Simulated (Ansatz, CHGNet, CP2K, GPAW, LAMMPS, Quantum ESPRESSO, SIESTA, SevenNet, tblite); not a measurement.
# SIESTA on free surface of ionic liquid triethylsulfonium formate with water at 340 K (81 atoms): settings against a plane-wave reference, part 2 of 2

Aim: run free surface of ionic liquid triethylsulfonium formate with water at 340 K (81 atoms) in SIESTA and see how near its forces come to a plane-wave reference, and at what cost.

Program: SIESTA 5.4.2; the method stands at each step. Banners, paths, timers and routine set-up lines are dropped from the logs unmarked, and long logs keep their key lines alone; longer cuts are marked. The potentials were converted by us to PSML.

So far. Step 2 (PBE, DZP, shift 0.01 Ry, mesh 500 Ry): Forces lie 42 % from the reference's, at 0.22 times its CPU time (on 2 against 4 cores). Step 3 (PBE, SZ, shift 0.01 Ry, mesh 500 Ry): Against the first run (42 %), the force difference from the reference is 275 %, at 0.60 times the CPU time (on 1 against 2 cores) (22 SCF steps against 13), with 174 basis functions against 653: the smaller basis costs accuracy.

### Step 4. PBE, SZP, shift 0.01 Ry, mesh 500 Ry

Method: Kohn-Sham DFT, PBE, PseudoDojo 0.4.1 norm-conserving pseudopotentials (converted to PSML), numerical atomic orbitals (SZP), diagonalisation.

input.fdf reads:

```
SystemLabel cell
NumberOfAtoms 81
NumberOfSpecies 4
%block ChemicalSpeciesLabel
  1 6 C
  2 16 S
  3 1 H
  4 8 O
%endblock ChemicalSpeciesLabel
LatticeConstant 1.0 Ang
%block LatticeVectors
  8.57364 0.00000 0.00000
  0.00000 8.57364 0.00000
  0.00000 0.00000 21.34624
%endblock LatticeVectors
PAO.BasisSize SZP
PAO.EnergyShift 0.01 Ry
XC.Functional GGA
XC.Authors PBE
MeshCutoff 500 Ry
%block kgrid_Monkhorst_Pack
  1 0 0 0.0
  0 1 0 0.0
  0 0 1 0.0
%endblock kgrid_Monkhorst_Pack
SolutionMethod diagon
OccupationFunction FD
ElectronicTemperature 580 K
SCF.Mixer.Method Pulay
SCF.Mixer.Weight 0.15
SCF.Mixer.History 8
SCF.Mix Hamiltonian
MaxSCFIterations 300
SCF.DM.Tolerance 1e-04
SCF.H.Tolerance 1.0e-3 eV
WriteForces T
Write.HirshfeldPop T
Write.VoronoiPop T
Write.DM F
Write.H F
XML.Write F
AtomicCoordinatesFormat Fractional
%block AtomicCoordinatesAndAtomicSpecies
[... 81 atom lines left out: the same atoms as in the first run ...]
%endblock AtomicCoordinatesAndAtomicSpecies
```

Started as:

```
$ OMP_NUM_THREADS=1 siesta < input.fdf > output.txt
```

What it wrote:

```text
Version         : 5.4.2
reinit: System Name:
reinit: System Label: cell
initatom: Reading input for the pseudopotentials and atomic orbitals ----------
Species number:   1 Atomic number:    6 Label: C
Species number:   2 Atomic number:   16 Label: S
Species number:   3 Atomic number:    1 Label: H
Species number:   4 Atomic number:    8 Label: O
Ground state valence configuration (from tables):   2s02  2p02  3d00  4f00
Ground state valence configuration (from tables):   3s02  3p04  3d00  4f00
[... lines left out ...]
SCF Convergence by DM+H criterion
[... lines left out ...]
SCF cycle converged after 13 iterations
[... lines left out ...]
   Max    4.848445
[... lines left out ...]
   Max    4.848445    constrained
Stress tensor Voigt[x,y,z,yz,xz,xy] (kbar):      -36.56      -47.77      -39.27        4.86        0.01        1.07
[... lines left out ...]
siesta: FreeEng =     -8229.212652
[... lines left out ...]
siesta:         Fermi =      -3.593608
[... lines left out ...]
siesta:          41.19819609         21.32227241  kBar
    Orbital volume contribution        =          19.875609 eV
    (Free)E + p_basis*V_orbitals       =       -8209.337043 eV
    (Free)Eharris+ p_basis*V_orbitals  =       -8209.337043 eV
Hirshfeld Atomic Populations:
Atom #   charge [q] valence [e]  Species
     1    -0.095224    4.095224  C
     2    -0.019282    4.019282  C
     3     0.357557    5.642443  S
     4    -0.018598    4.018598  C
[...]
8     0.064456    0.935544  H
     9     0.039951    0.960049  H
    10     0.032071    0.967929  H
[...]
25     0.363770    5.636230  S
[...]
47     0.347805    5.652195  S
[...]
67    -0.246384    6.246384  O
[...]
69    -0.305196    6.305196  O
[...]
71    -0.301208    6.301208  O
[...]
--------------------
 Total    -0.000003
Voronoi Atomic Populations:
Atom #   charge [q] valence [e]  Species
[...]
3     0.369324    5.630676  S
[...]
25     0.373209    5.626791  S
[...]
47     0.363892    5.636108  S
[...]
72     0.172699    3.827301  C
[...]
76     0.161702    3.838298  C
    77    -0.352190    6.352190  O
[...]
79    -0.294342    6.294342  O
    80     0.005853    0.994147  H
    81     0.013018    0.986982  H
--------------------
 Total    -0.000002
```

Run time: 1.9 min. Hardware: 1 thread of Arm Neoverse V2, shared host; peak memory 1.1 GiB.

Against the reference:

- r.m.s. force component: 1.345 eV/Å
- r.m.s. difference of force components: 1157 meV/Å
- longest difference of force vectors: 3960 meV/Å
- force difference over r.m.s. force: 139.2 %
- slope of forces against the reference's: 0.8391
- correlation of force components: 0.5187
- gap (highest filled to lowest empty level): 1.092 eV
- gap difference: -0.8952 eV

This is a coarse setting, run to see what it loses.

Against the first run (42 %), the force difference from the reference is 139 %, at 0.80 times the CPU time (on 1 against 2 cores), with 479 basis functions against 653: the smaller basis costs accuracy.

### Step 5. PBE, TZP, shift 0.01 Ry, mesh 500 Ry

Method: Kohn-Sham DFT, PBE, PseudoDojo 0.4.1 norm-conserving pseudopotentials (converted to PSML), numerical atomic orbitals (TZP), diagonalisation.

Changes to input.fdf since step 4:

```diff
@@ -15,3 +15,3 @@
 %endblock LatticeVectors
-PAO.BasisSize SZP
+PAO.BasisSize TZP
 PAO.EnergyShift 0.01 Ry
```

Started as:

```
$ OMP_NUM_THREADS=1 mpirun -np 2 siesta < input.fdf > output.txt
```

What it wrote:

```text
Version         : 5.4.2
reinit: System Name:
reinit: System Label: cell
initatom: Reading input for the pseudopotentials and atomic orbitals ----------
Species number:   1 Atomic number:    6 Label: C
Species number:   2 Atomic number:   16 Label: S
Species number:   3 Atomic number:    1 Label: H
Species number:   4 Atomic number:    8 Label: O
[... lines left out ...]
SCF Convergence by DM+H criterion
[... lines left out ...]
SCF cycle converged after 13 iterations
[... lines left out ...]
   Max    3.420441
[... lines left out ...]
   Max    3.420441    constrained
Stress tensor Voigt[x,y,z,yz,xz,xy] (kbar):      -12.06      -15.72       -5.62        4.09        1.55       -0.85
[... lines left out ...]
siesta: FreeEng =     -8276.281333
[... lines left out ...]
siesta:         Fermi =      -3.293620
[... lines left out ...]
siesta:          11.13397075         -4.96031150  kBar
[... lines left out ...]
     9     0.028589    0.971411  H
    10     0.021160    0.978840  H
[...]
25     0.379172    5.620828  S
[...]
47     0.368696    5.631304  S
[...]
67    -0.242472    6.242472  O
[...]
69    -0.325841    6.325841  O
[...]
71    -0.323860    6.323860  O
[...]
--------------------
 Total     0.000001
Voronoi Atomic Populations:
Atom #   charge [q] valence [e]  Species
[...]
3     0.310212    5.689788  S
[...]
25     0.312477    5.687523  S
[...]
47     0.306289    5.693711  S
[...]
72     0.153979    3.846021  C
[...]
76     0.150786    3.849214  C
    77    -0.371065    6.371065  O
[...]
79    -0.292017    6.292017  O
    80     0.013565    0.986435  H
    81     0.017230    0.982770  H
--------------------
 Total     0.000002
```

Wall time 86 s (2 MPI ranks); peak memory 1.6 GiB; 2.9 min of CPU time.

Against the reference:

| Item | Value |
| --- | --- |
| r.m.s. force component | 0.9094 eV/Å |
| r.m.s. difference of force components | 338.8 meV/Å |
| longest difference of force vectors | 983.3 meV/Å |
| force difference over r.m.s. force | 40.75 % |
| slope of forces against the reference's | 1.015 |
| correlation of force components | 0.9281 |
| gap (highest filled to lowest empty level) | 1.679 eV |
| gap difference | -0.3084 eV |

This run lies far from the reference in forces at the same functional.

Against the first run (42 %), the force difference from the reference is 41 %, at 1.2 times the CPU time, with 827 basis functions against 653.

### Step 6. The ladder

Differences are against the plane-wave reference, forces as r.m.s. over components; share is that over the reference's r.m.s. force, slope the least-squares factor from reference forces to these. Total energies of different programs have different zeros and aren't compared.

```tsv
run	Δ force, r.m.s. (meV/Å)	share (%)	slope	Δ gap (eV)	cores	CPU time	memory (GiB)
reference	-	-	-	-	4	11 min	3.8
SIESTA PBE, DZP, shift 0.01 Ry, mesh 500 Ry	351	42.2	1.015	-0.320	2	2.4 min	1.5
SIESTA PBE, SZ, shift 0.01 Ry, mesh 500 Ry (coarse)	2284	275	0.543	-	1	87 s	0.76
SIESTA PBE, SZP, shift 0.01 Ry, mesh 500 Ry (coarse)	1157	139	0.839	-0.895	1	1.9 min	1.1
SIESTA PBE, TZP, shift 0.01 Ry, mesh 500 Ry	339	40.8	1.015	-0.308	2	2.9 min	1.6
```

Rows marked coarse were listed beforehand as settings not expected to be converged; some can still land near the reference.

CPU time is summed over cores on a shared host, where runs went side by side, so it is rough. Symmetry, cutoffs, thresholds, outputs and thread counts weren't matched or tuned between programs; memory under MPI is the largest rank's times the ranks.

### Step 7. Outcome

- nearest in forces: SIESTA PBE, TZP, shift 0.01 Ry, mesh 500 Ry, 41 %
- its CPU time: 2.9 min

The PBE runs in local orbitals, coarse settings apart, differ by 41 % (SIESTA PBE, TZP, shift 0.01 Ry, mesh 500 Ry) to 42 % (SIESTA PBE, DZP, shift 0.01 Ry, mesh 500 Ry); basis, grid and potentials can all enter, and differences of this size make the forces unusable. Runs with settings chosen to be coarse differ by 139 % (SIESTA PBE, SZP, shift 0.01 Ry, mesh 500 Ry) to 275 % (SIESTA PBE, SZ, shift 0.01 Ry, mesh 500 Ry), their programs' other errors included. Of the electronic-structure runs that take under half the reference's CPU time, SIESTA PBE, TZP, shift 0.01 Ry, mesh 500 Ry comes nearest, at 41 % in 2.9 min against 11 min. At the same functional, gaps differ from the reference's 1.99 eV by between -0.90 and -0.31 eV. With short bonds to hydrogen, sets of potentials differ among themselves by several per cent in forces even at converged cutoffs, so the reference isn't exact here either. The network of contacts between molecules at the start is that of the classical potential that made the cell, and needn't be the one that DFT or experiment would give. The reference's PBE has no dispersion term, which matters for the binding between molecules or layers. The electronic-structure runs sample only Γ, in a cell whose shortest periodic width is 9 Å.

[Also dropped from logs without a mark: logging warnings of Python, and SIESTA's first energy breakdown and zero terms.]

[Logs are printed without paths, hosts, clocks, repeated set-up lines and the standing remarks that a program may print on its own settings, such as how far it seeks lower states.]

[Hosts, paths, dates, database ids (printed as entryN), source tags and the programs' standing remarks are cut or masked in the printed files.]
